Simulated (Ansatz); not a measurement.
# AlPt3N (built on the sites of a database entry of InNi3N): a soft mode frozen in

Wanted: the energy along a soft mode of AlPt3N (built on the sites of a database entry of InNi3N) and the structure at the end.

Main program and level: Ansatz 0.2.0; DFT RPBE, scalar-relativistic, plane waves, PAW.

The structure was built from a prototype and need not be the compound's stable phase.

## (1) Starting point

The structure is cubic, space group Pm-3m (No. 221). The conventional cell has a = 4.209 Å, b = 4.209 Å, c = 4.209 Å, α = 90.00°, β = 90.00°, γ = 90.00°. Al has 12 Pt at 2.98 Å nearest. Nearest to Pt lie 2 N at 2.10 Å. Nearest to N lie 6 Pt at 2.10 Å. Farther neighbours and most contacts between anions are not listed.

## (2) Response at finite wavevector

The cell comes from relaxations at this level that are not shown. Stability and thermal properties need the whole zone. Linear response on a 4×4×4 q mesh gives force constants as far as a supercell of that size would.

input.yaml reads:

```yaml
crystal:
  lattice:
    - [4.2086436197, 0.0, 0.0]
    - [0.0, 4.2086436197, 0.0]
    - [0.0, 0.0, 4.2086436197]
  atoms:
    - { symbol: Al, position: [0.0, 0.0, 0.0] }
    - { symbol: Pt, position: [0.5, 0.5, 0.0] }
    - { symbol: Pt, position: [0.5, 0.0, 0.5] }
    - { symbol: Pt, position: [0.0, 0.5, 0.5] }
    - { symbol: "N", position: [0.5, 0.5, 0.5] }
kpoints:
  mp_grid: { grid: [8, 8, 8] }
hamiltonian:
  xc: rpbe
scf:
  occupations: { method: methfessel_paxton, width: 0.2 }
output:
  eigenvalues: true
phonons:
  method: dfpt
  qmesh: [4, 4, 4]
  temperatures: { t_max: 1000, t_step: 50 }
  qpath:
    path:
      - [[0.0, 0.0, 0.0], [0.0, 0.5, 0.0], [0.5, 0.5, 0.0], [0.0, 0.0, 0.0], [0.5, 0.5, 0.5], [0.0, 0.5, 0.0]]
      - [[0.5, 0.5, 0.5], [0.5, 0.5, 0.0]]
    npoints: 10
```

On the command line:

```console
$ ansatz run input.yaml --threads 8 --pin off --max-ram 14336MiB --backend cpu --events-out ev --progress --plain --runs-dir out
```

Numbers of over 12 decimals in the logs are rounded to 6 here.

The log of the run:

```text
Engine: ansatz 0.2.0, aarch64-unknown-linux-gnu
Pseudopotentials: kind: paw
Pseudopotential: Al, paw, valence charge 3, recommended cutoff 420 eV (normal), Al.paw.azcp
Pseudopotential: Pt, paw, valence charge 18, recommended cutoff 420 eV (normal), Pt.paw.azcp
Pseudopotential: N, paw, valence charge 5, recommended cutoff 420 eV (normal), N.paw.azcp
Functional definition: RPBE
  parameter kappa = 0.804
  parameter beta = 0.066725
  exchange = rpbe_x(kappa = kappa, mu = beta*pi^2/3)
  correlation = pbe_c(beta = beta)
Crystal: 5 atoms, lattice volume = 74.546 Å³
Basis set: ecut = 420 eV, 1419 PW (Γ), exchange–correlation on 60×60×60 points (8 copies of the dense FFT grid, shifted against one another)
Bands: 38, of which v1, the nominal top of the filled ones, is band 31 counted from 1 (30 counted from 0)
Symmetry: 48 space group operations
k-points: 35 of 512
Non-local potential: Al, projectors of the file, l = 0: 2, l = 1: 2, l = 2: 1
Non-local potential: Pt, projectors of the file, l = 0: 3, l = 1: 2, l = 2: 2, l = 3: 1
Non-local potential: N, projectors of the file, l = 0: 2, l = 1: 2, l = 2: 1
PAW form: soft (Blöchl's): semilocal exchange-correlation on the pseudo side does not see the compensation charge
PAW frozen core: Al, regenerated for the run's functional, and the local potential with it (the file was generated under x = pbe(κ = 0.804, μ = 0.219515), c = pbe(β = 0.066725))
PAW frozen core: Pt, regenerated for the run's functional, and the local potential with it (the file was generated under x = pbe(κ = 0.804, μ = 0.219515), c = pbe(β = 0.066725))
PAW frozen core: N, regenerated for the run's functional, and the local potential with it (the file was generated under x = pbe(κ = 0.804, μ = 0.219515), c = pbe(β = 0.066725))
PAW one-centre angular grid: Al, 110 points (default); XC on 64 Gauss nodes
PAW one-centre angular grid: Pt, 590 points (default); XC on 64 Gauss nodes
PAW one-centre angular grid: N, 110 points (default); XC on 64 Gauss nodes
Initial density: superposition of atomic densities (neutral atoms: chi_scale 0, normalization atom), corrected by the library's trained network
Initial wavefunctions: pseudopotential atomic-orbital guess
Functional: x = rpbe, c = pbe(β = 0.066725)
SCF iter   1: F=—  HF=-38534.590149 eV  |F-HF|=—  |Δ(HF+E_count)|=         —  Δρ=1.18e-2  dr2=1.34e-1  ethr=1.77e-3  ⟨swp⟩=5.3  Hψ=4622  notcnv=0
preconditioner: auto → Kerker (q_TF=auto, 2.646 Å⁻¹)  [metal: Δε(μ)=0.060 eV  Ē_g=8.046 eV  σ=0.200 eV  W_gap=0.24  n_scr=26 (ndim 8)  ℏωp=26.5 eV  f_vac=0.000  D(μ)=1.99/eV (n_scr^D=18)]
SCF iter   2: F=—  HF=-38534.571293 eV  |F-HF|=—  |Δ(HF+E_count)|=   1.89e-2  S|Δr|=    0.00e0  Δρ=6.19e-3  dr2=4.36e-2  ethr=2.17e-4  ⟨swp⟩=1.0  Hψ=1610  notcnv=0
SCF iter   3: F=—  HF=-38534.561945 eV  |F-HF|=—  |Δ(HF+E_count)|=   9.35e-3  S|Δr|=    0.00e0  Δρ=1.26e-3  dr2=2.98e-3  ethr=7.04e-5  ⟨swp⟩=2.1  Hψ=1667  notcnv=0
SCF iter   4: F=—  HF=-38534.560841 eV  |F-HF|=—  |Δ(HF+E_count)|=   1.10e-3  S|Δr|=    0.00e0  Δρ=3.53e-4  dr2=1.09e-4  ethr=4.80e-6  ⟨swp⟩=2.0  Hψ=1663  notcnv=0
SCF iter   5: F=—  HF=-38534.560800 eV  |F-HF|=—  |Δ(HF+E_count)|=   4.14e-5  S|Δr|=    0.00e0  Δρ=5.98e-5  dr2=3.24e-6  ethr=1.76e-7  ⟨swp⟩=2.0  Hψ=1751  notcnv=0
SCF iter   6: F=—  HF=-38534.560793 eV  |F-HF|=—  |Δ(HF+E_count)|=   6.36e-6  S|Δr|=    0.00e0  Δρ=1.33e-5  dr2=1.31e-7  ethr=5.23e-9  ⟨swp⟩=2.5  Hψ=1937  notcnv=0
SCF iter   7: F=—  HF=-38534.560793 eV  |F-HF|=—  |Δ(HF+E_count)|=   2.31e-9  S|Δr|=    0.00e0  Δρ=2.66e-6  dr2=5.41e-9  ethr=2.11e-10  ⟨swp⟩=2.2  Hψ=1952  notcnv=0
SCF iter   8: F=—  HF=-38534.560793 eV  |F-HF|=—  |Δ(HF+E_count)|=  6.84e-10  S|Δr|=    0.00e0  Δρ=6.17e-7  dr2=2.67e-10  ethr=8.73e-12  ⟨swp⟩=2.0  Hψ=1694  notcnv=0
SCF iter   9: F=—  HF=-38534.560793 eV  |F-HF|=—  |Δ(HF+E_count)|=  4.37e-11  S|Δr|=    0.00e0  Δρ=1.38e-7  dr2=1.81e-11  ethr=1.00e-12  ⟨swp⟩=2.0  Hψ=2020  notcnv=0
SCF iter  10: F=-38534.560793 eV  HF=-38534.560793 eV  |F-HF|=7.28e-12  |Δ(HF+E_count)|=    0.00e0  S|Δr|=    0.00e0  Δρ=3.13e-8  dr2=7.58e-13  ethr=1.00e-12  ⟨swp⟩=8.7  Hψ=5453  notcnv=0
SCF 1 converged in 10 iterations: F = -38534.560793 eV  dr2 = 7.58e-13
  greatest PAW one-centre occupation: 1.000 electrons in one spin orbital (limit 2), on the Pt atom at site 3 (counted from 0), in its partial waves of l = 0
Initial density: read from a saved state, or passed on in memory by an earlier SCF of this step, an earlier step, the calling program or the single point that the run made first
iter 1 solved again at ethr=7.59e-8 eV; its pass at ethr=3.10e-3 eV (dr2=4.70e-5 eV) is discarded
SCF iter   1: F=—  HF=-38534.560796 eV  |F-HF|=—  |Δ(HF+E_count)|=         —  Δρ=5.36e-7  dr2=1.82e-10  ethr=7.59e-8  ⟨swp⟩=3.0  Hψ=7794  notcnv=0
eigensolver tolerance schedule: the retry pair's looser diagonalisation over-reported the residual by 258342.31 of it (diagonalisation noise at an unbounded share of the residual, at the tolerance the schedule requests for it); recorded, not acted on — ethr = c·dr2/N_el stays at c = 1.0e-1
preconditioner: auto → Kerker (q_TF=auto, 2.646 Å⁻¹)  [metal: Δε(μ)=0.009 eV  Ē_g=7.998 eV  σ=0.200 eV  W_gap=0.04  n_scr=26 (ndim 8)  ℏωp=26.5 eV  f_vac=0.000  D(μ)=2.30/eV (n_scr^D=18)]
SCF iter   2: F=—  HF=-38534.560793 eV  |F-HF|=—  |Δ(HF+E_count)|=   2.85e-6  S|Δr|=    0.00e0  Δρ=2.77e-7  dr2=4.02e-11  ethr=1.00e-12  ⟨swp⟩=3.1  Hψ=3353  notcnv=0
SCF iter   3: F=—  HF=-38534.560793 eV  |F-HF|=—  |Δ(HF+E_count)|=    0.00e0  S|Δr|=    0.00e0  Δρ=1.81e-7  dr2=1.71e-11  ethr=1.00e-12  ⟨swp⟩=3.3  Hψ=3107  notcnv=0
SCF iter   4: F=-38534.560793 eV  HF=-38534.560793 eV  |F-HF|=7.28e-12  |Δ(HF+E_count)|=  1.46e-11  S|Δr|=    0.00e0  Δρ=6.33e-8  dr2=2.19e-12  ethr=1.00e-12  ⟨swp⟩=2.0  Hψ=2559  notcnv=0
SCF 2 converged in 4 iterations: F = -38534.560793 eV  dr2 = 2.19e-12
  greatest PAW one-centre occupation: 1.000 electrons in one spin orbital (limit 2), on the Pt atom at site 2 (counted from 0), in its partial waves of l = 0
phonons: the bands overlap, so this run is a metal and interpolates without the dipole-dipole term. If the crystal is really an insulator or semiconductor, its LO-TO splitting is missing
NSCF: frozen V_eff on 35 k-points
NSCF: frozen V_eff on 125 k-points
DFPT response loops at q = (0, 0, 0) (fractional): preconditioner auto → Kerker (q_TF=auto, 2.646 Å⁻¹) (partly filled bands, converged f_vac=0.000); β = 1.00, the filter's whole step (`scf.mixing.beta` (0.50) is not read by the response loops under this deck's `scf.mixing.preconditioner`; to damp them name `kerker` or `kerker_dos`, under which they read `scf.mixing.beta`, and type it under 1.00, their step now; both keys bind the ground state too); Broyden in place of MSR1
NSCF: frozen V_eff on 400 k-points
DFPT response loops at q = (0, 0, 0.25) (fractional): mixed as the last ones told, above
NSCF: frozen V_eff on 250 k-points
DFPT response loops at q = (0, 0, -0.5) (fractional): mixed as the last ones told, above
NSCF: frozen V_eff on 640 k-points
DFPT response loops at q = (0, 0.25, 0.25) (fractional): mixed as the last ones told, above
NSCF: frozen V_eff on 400 k-points
DFPT response loops at q = (0, 0.25, -0.5) (fractional): mixed as the last ones told, above
NSCF: frozen V_eff on 250 k-points
DFPT response loops at q = (0, -0.5, -0.5) (fractional): mixed as the last ones told, above
NSCF: frozen V_eff on 1024 k-points
DFPT response loops at q = (0.25, 0.25, 0.25) (fractional): mixed as the last ones told, above
NSCF: frozen V_eff on 640 k-points
DFPT response loops at q = (0.25, 0.25, -0.5) (fractional): mixed as the last ones told, above
NSCF: frozen V_eff on 400 k-points
DFPT response loops at q = (0.25, -0.5, -0.5) (fractional): mixed as the last ones told, above
NSCF: frozen V_eff on 250 k-points
DFPT response loops at q = (-0.5, -0.5, -0.5) (fractional): mixed as the last ones told, above
SCF converged after 10 iterations
Stability not checked: this state was not tested for a lower state beside it, because cold or Methfessel-Paxton smearing, or corrected tetrahedra, fill the levels in a way that the test cannot read (fill_not_monotonic; see scf.lower_state_search)
Free energy (F): -38534.560793 eV
Harris-Foulkes:  -38534.560793 eV  (|F-HF|=7.28e-12)
Internal energy: -38534.564823 eV  (E = F + TS)
E sigma→0 (E₀):  -38534.561801 eV
Entropy (-TS):   0.004029 eV (0.806 meV/atom)
Fermi energy:    17.156097 eV
--- Per-component energies (eV) ---
  E_band       = -656.477069
  E_kinetic    = 2066.612846
  E_local      = -6712.338255  (includes V_loc(G=0)·N_el)
  E_nonlocal   = 654.710634
  E_hartree    = 2614.765977
  E_xc         = -883.352198
  E_vxc        = -1009.861124  (∫ρ·V_xc dr)
  E_paw        = -29001.949857  (= ΣΔE_a)
  E_vpaw       = -885.133882  (= ΣTr[D̂ρ^β])
  E_aug_tail   = 0.000732  (compensation charges beyond the density's cutoff)
  E_ewald      = -7272.867186
  E_core_change = -0.147516  (= ΣΔE_core)
  E_smearing   = 0.004029  (= −TS)
  E_closure    = -0.000000  (closes the sum)
  Σ components = -38534.560793   (vs F -38534.560793, Δ=0.00e0)
--- Band table (eV; the first three rows and the last of 35) ---
  k-point 0: bands = [... 27 lower, 16.3705, 16.4006, 16.4006, 16.4006, 17.9790, 17.9790, 17.9790, 18.4345, ... 3 higher]
  k-point 1: bands = [... 27 lower, 16.2471, 16.3249, 16.3249, 16.4009, 17.6208, 18.2945, 18.2945, 18.5615, ... 3 higher]
  k-point 2: bands = [... 27 lower, 15.8916, 16.1711, 16.1711, 16.4016, 17.5610, 18.5789, 19.0912, 19.0912, ... 3 higher]
  k-point 34: bands = [... 27 lower, 15.0251, 16.2060, 16.2060, 16.2060, 17.9177, 17.9177, 17.9177, 18.4578, ... 3 higher]
--- Phonons (Γ-DFPT): 4 representative perturbations + reference (Σ response iterations 14) ---
  ASR residual: 5.603e-5 → 0.000e0 eV/Å²; symmetrization residual: 4.174e-6 eV/Å²
  ASR residual per site (eV/Å²): 3.48e-5 2.54e-5 2.54e-5 2.54e-5 5.60e-5
  Γ frequencies (cm⁻¹): -139.68 -139.68 -139.68 -96.30 -96.30 -96.30 0.00 0.00 0.00 61.61 61.61 61.61 271.18 271.18 271.18
--- Phonons (arbitrary-q DFPT): 10 irreducible q on the 4×4×4 mesh ---
  q = [0.0000, 0.0000, 0.0000] (star 1, of the zone-centre solve; hermiticity 5.94e-7, symmetrization 9.29e-13): -139.68 -139.68 -139.68 -96.30 -96.30 -96.30 -0.00 -0.00 0.00 61.61 61.61 61.61 271.18 271.18 271.18
  q = [0.0000, 0.0000, 0.2500] (star 6, 9 solved perturbations in 1560 linear systems a pass and spin channel, the states on 200 of 512 k-point pairs; hermiticity 6.47e-7, symmetrization 3.27e-13): -126.50 -126.50 -86.06 -86.06 -84.67 -34.61 -22.49 -22.49 62.55 62.55 99.22 125.07 279.74 279.74 400.61
  q = [0.0000, 0.0000, -0.5000] (star 3, 9 solved perturbations in 975 linear systems a pass and spin channel, the states on 125 of 512 k-point pairs; hermiticity 5.89e-7, symmetrization 1.13e-12): -105.66 -105.66 -83.36 -69.51 -69.51 -32.25 -32.25 46.42 62.97 62.97 139.09 158.71 290.00 290.00 513.28
  q = [0.0000, 0.2500, 0.2500] (star 12, 9 solved perturbations in 2460 linear systems a pass and spin channel, the states on 320 of 512 k-point pairs; hermiticity 6.41e-7, symmetrization 1.91e-13): -109.18 -88.86 -83.94 -69.73 -68.87 -39.43 11.49 54.52 69.74 106.63 109.37 142.04 288.61 394.83 395.49
  q = [0.0000, 0.2500, -0.5000] (star 12, 15 solved perturbations on 200 of 512 k-point pairs; hermiticity 5.86e-7, symmetrization 4.71e-14): -93.84 -81.80 -67.77 -65.50 -53.05 -52.71 64.46 76.89 79.52 88.51 125.62 158.63 299.51 385.07 503.08
  q = [0.0000, -0.5000, -0.5000] (star 3, 9 solved perturbations in 975 linear systems a pass and spin channel, the states on 125 of 512 k-point pairs; hermiticity 4.70e-7, symmetrization 1.41e-13): -73.48 -67.66 -67.66 -67.55 -66.97 -66.97 81.11 85.84 86.35 86.35 119.34 161.79 307.96 491.96 491.96
  q = [0.2500, 0.2500, 0.2500] (star 8, 4 solved perturbations in 1376 linear systems a pass and spin channel, the states on 512 of 512 k-point pairs; hermiticity 3.19e-7, symmetrization 5.15e-13): -93.08 -84.51 -84.51 -49.80 -49.80 18.31 57.83 57.83 98.14 98.14 116.30 155.98 383.50 383.50 394.66
  q = [0.2500, 0.2500, -0.5000] (star 12, 9 solved perturbations in 2460 linear systems a pass and spin channel, the states on 320 of 512 k-point pairs; hermiticity 3.11e-7, symmetrization 5.49e-13): -86.78 -82.33 -63.30 -25.75 -25.65 59.84 67.96 84.67 85.80 88.49 111.48 165.96 372.70 384.35 497.67
  q = [0.2500, -0.5000, -0.5000] (star 6, 9 solved perturbations in 1560 linear systems a pass and spin channel, the states on 200 of 512 k-point pairs; hermiticity 4.00e-7, symmetrization 1.52e-13): -73.02 -73.02 -66.71 32.29 32.29 48.73 70.29 70.29 86.17 89.53 119.37 176.79 380.58 492.83 492.83
  q = [-0.5000, -0.5000, -0.5000] (star 1, 4 solved perturbations in 350 linear systems a pass and spin channel, the states on 125 of 512 k-point pairs; hermiticity 3.53e-7, symmetrization 1.40e-12): -65.74 -65.74 -65.74 -27.91 -27.91 -27.91 83.84 83.84 83.84 120.36 120.36 190.16 489.36 489.36 489.36
  sum rule: each row above includes the acoustic sum rule's correction from the zone centre's row sums; it moved no ω² by more than (1.04 cm⁻¹)²
  mesh force constants: q→R imaginary residual 5.76e-19; ASR residual 5.603e-5 → 0.000e0 eV/Å²; symmetrization residual 1.599e-14 eV/Å²
  interpolated dispersion: 62 rows × 15 modes
  density of states and harmonic sums: on the 16×16×16 q-mesh, interpolated from the force constants of a 4×4×4 supercell (no non-analytic term)
  largest difference from the sums on the solved wave vectors: F 4.08e-2 eV, S 5.29e-5 and C_V 1.44e-5 eV/K
  zero-point energy: 0.107808 eV/cell   skipped modes (ω ≤ 0): 931, of them read as no rigid motion or as one in doubt: 928 (5.546e0 modes/cell left out, lowest -139.68 cm⁻¹)   left out of the sums: 3.70e-1 of the cell's modes: C_V's classical limit lies that fraction below 3 k_B per atom; for a crystal, a wire or a layer, F and S can be off by more, and a phonons.interpolated_qmesh denser along its periods is the remedy for the sampling
```

Elapsed: 8.5 min, on 8 threads of Arm Neoverse V2, shared host; peak memory 3.2 GiB.

This step gave:

| Quantity | Value |
| --- | --- |
| volume per atom | 14.91 Å³ |
| gap on the k-mesh | 0 eV |
| sum-rule residual before enforcement | 5.60e-5 eV/Å² |
| lowest frequency on the path | -139.7 cm⁻¹ |
| point group | m-3m |
| highest frequency on the path or at a solved wavevector | 513.3 cm⁻¹ |
| highest optical mode at the zone centre (no LO-TO term) | 271.2 cm⁻¹ |
| lowest optical zone-centre mode | -139.7 cm⁻¹ |
| lowest mode on the q mesh (acoustic modes at Γ apart) | -139.7 cm⁻¹ |

Frequencies (cm⁻¹) solved at each irreducible wavevector; negative means imaginary. Frequencies by wavevector, by row:

```csv
q in reciprocal lattice units,star,mode 1,mode 2,mode 3,mode 4,mode 13,mode 14,mode 15
0 0 0,1,-139.7,-139.7,-139.7,-96.3,271.2,271.2,271.2
0 0 0.25,6,-126.5,-126.5,-86.1,-86.1,279.7,279.7,400.6
0 0 -0.5,3,-105.7,-105.7,-83.4,-69.5,290,290,513.3
0 0.25 0.25,12,-109.2,-88.9,-83.9,-69.7,288.6,394.8,395.5
0 0.25 -0.5,12,-93.8,-81.8,-67.8,-65.5,299.5,385.1,503.1
0 -0.5 -0.5,3,-73.5,-67.7,-67.7,-67.5,308,492,492
0.25 0.25 0.25,8,-93.1,-84.5,-84.5,-49.8,383.5,383.5,394.7
0.25 0.25 -0.5,12,-86.8,-82.3,-63.3,-25.8,372.7,384.4,497.7
0.25 -0.5 -0.5,6,-73,-73,-66.7,32.3,380.6,492.8,492.8
-0.5 -0.5 -0.5,1,-65.7,-65.7,-65.7,-27.9,489.4,489.4,489.4
```

Interpolated from a 4×4×4 q mesh. Phonon branches along the path, in cm⁻¹:

```csv
point,branch 1,branch 2,branch 3,branch 4,branch 12,branch 13,branch 14,branch 15
Γ,-140,-140,-140,-96,62,271,271,271
halfway,-126,-126,-86,-86,125,280,280,401
X,-106,-106,-83,-70,159,290,290,513
halfway,-94,-82,-68,-66,159,300,385,503
M,-74,-68,-68,-68,162,308,492,492
halfway,-109,-89,-84,-70,142,289,395,396
Γ,-140,-140,-140,-96,62,271,271,271
halfway,-93,-84,-84,-50,156,384,384,395
R,-66,-66,-66,-28,190,489,489,489
halfway,-87,-82,-63,-26,166,373,384,498
X,-106,-106,-83,-70,159,290,290,513
jump to R,-66,-66,-66,-28,190,489,489,489
halfway,-73,-73,-67,32,177,381,493,493
M,-74,-68,-68,-68,162,308,492,492
```

Symmetry leaves 10 wavevectors to solve. The lowest mode among them, the acoustic zeros apart, lies at Γ and is imaginary, 139.7i cm⁻¹, so the energy falls along it.

## (3) The mode frozen in, largest atomic shift 0 Å

The mode followed lies at Γ with frequency 139.7i cm⁻¹ and is 3-fold degenerate, the softest among the wavevectors solved. At small amplitude the distorted cell has space group no. 99 by a symmetry search on the positions. The undistorted cell that holds it gives the zero of energy on the same k mesh.

input.yaml, the sections that differ from step 2:

```yaml
output:
  forces: true
  stress: true
  eigenvalues: true
# crystal, kpoints, hamiltonian, scf: as in step 2
# phonons: removed
```

The log of the run:

```text
[...]
Crystal: 5 atoms, lattice volume = 74.546 Å³
Basis set: ecut = 420 eV, 1419 PW (Γ), exchange–correlation on 60×60×60 points (8 copies of the dense FFT grid, shifted against one another)
Bands: 38, of which v1, the nominal top of the filled ones, is band 31 counted from 1 (30 counted from 0)
Symmetry: 48 space group operations
[...]
k-points: 35 of 512
[...]
k-point 0: bands = [... 27 lower, 16.3705, 16.4006, 16.4006, 16.4006, 17.9790, 17.9790, 17.9790, 18.4345, ... 3 higher]
  k-point 1: bands = [... 27 lower, 16.2471, 16.3249, 16.3249, 16.4009, 17.6208, 18.2945, 18.2945, 18.5615, ... 3 higher]
  k-point 2: bands = [... 27 lower, 15.8916, 16.1711, 16.1711, 16.4016, 17.5610, 18.5789, 19.0912, 19.0912, ... 3 higher]
  k-point 34: bands = [... 27 lower, 15.0251, 16.2060, 16.2060, 16.2060, 17.9177, 17.9177, 17.9177, 18.4578, ... 3 higher]
[key lines of the parts left out:]
SCF converged after 7 iterations
Free energy (F): -38534.560793 eV
Fermi energy:    17.156105 eV
P = ⅓ Tr σ = -0.0003 GPa (-0.003 kbar)
```

Elapsed: 0.76 s, on 8 threads; peak memory 0.46 GiB.

Numbers from this step:

```yaml
pressure: -2.79e-4 GPa
energy_from_the_undistorted_cell: 0 meV/atom
```

The run ends at a pressure of 0.00 GPa.

## (4) The mode frozen in, largest atomic shift 0.14 Å

The atoms are moved along the unstable eigenvector, the largest shift by 0.14 Å, with the cell fixed.

input.yaml, the sections that differ from step 3:

```yaml
crystal:
  lattice:
    - [4.2086436197, 0.0, 0.0]
    - [0.0, 4.2086436197, 0.0]
    - [0.0, 0.0, 4.2086436197]
  atoms:
    - { symbol: Al, position: [0.0, 0.0295170158, 0.0] }
    - { symbol: Pt, position: [0.5, 0.4938919646, 0.0] }
    - { symbol: Pt, position: [0.5, 0.0057452398, 0.5] }
    - { symbol: Pt, position: [0.0, 0.4938919646, 0.5] }
    - { symbol: "N", position: [0.5, 0.5332648741, 0.5] }
# kpoints, hamiltonian, scf, output: as in step 3
```

The log of the run:

```text
[...]
Crystal: 5 atoms, lattice volume = 74.546 Å³
Basis set: ecut = 420 eV, 1419 PW (Γ), exchange–correlation on 60×60×60 points (8 copies of the dense FFT grid, shifted against one another)
Bands: 38, of which v1, the nominal top of the filled ones, is band 31 counted from 1 (30 counted from 0)
Symmetry: 8 space group operations
[...]
k-points: 75 of 512 (time reversal used)
[...]
k-point 0: bands = [... 27 lower, 16.3528, 16.3601, 16.3601, 16.3876, 18.0211, 18.0660, 18.0660, 18.3689, ... 3 higher]
  k-point 1: bands = [... 27 lower, 16.2187, 16.3034, 16.3078, 16.3798, 17.6666, 18.3053, 18.3694, 18.5577, ... 3 higher]
  k-point 2: bands = [... 27 lower, 15.8458, 16.1707, 16.1885, 16.3796, 17.6053, 18.4723, 19.1475, 19.1875, ... 3 higher]
  k-point 74: bands = [... 27 lower, 15.0268, 16.1805, 16.1805, 16.1890, 17.8295, 17.8689, 17.8689, 18.4496, ... 3 higher]
[key lines of the parts left out:]
SCF converged after 7 iterations
Free energy (F): -38534.571925 eV
Fermi energy:    17.156488 eV
P = ⅓ Tr σ = 0.7465 GPa (7.465 kbar)
```

It took 2 s on 8 threads; peak memory 0.48 GiB.

Numbers from this step:

* pressure: 0.7465 GPa
* energy from the undistorted cell: -2.254 meV/atom

The energy, extrapolated to zero smearing, is -2.25 meV/atom against the undistorted cell.

The run ends at a pressure of 0.75 GPa, with forces up to 0.57 eV/Å.

(Part 1 of 3 ends here.)

[Logs are printed without paths, hosts, clocks, repeated set-up lines and the standing remarks that a program may print on its own settings, such as how far it seeks lower states.]

[Hosts, paths, dates, database ids (printed as entryN), source tags and the programs' standing remarks are cut or masked in the printed files.]
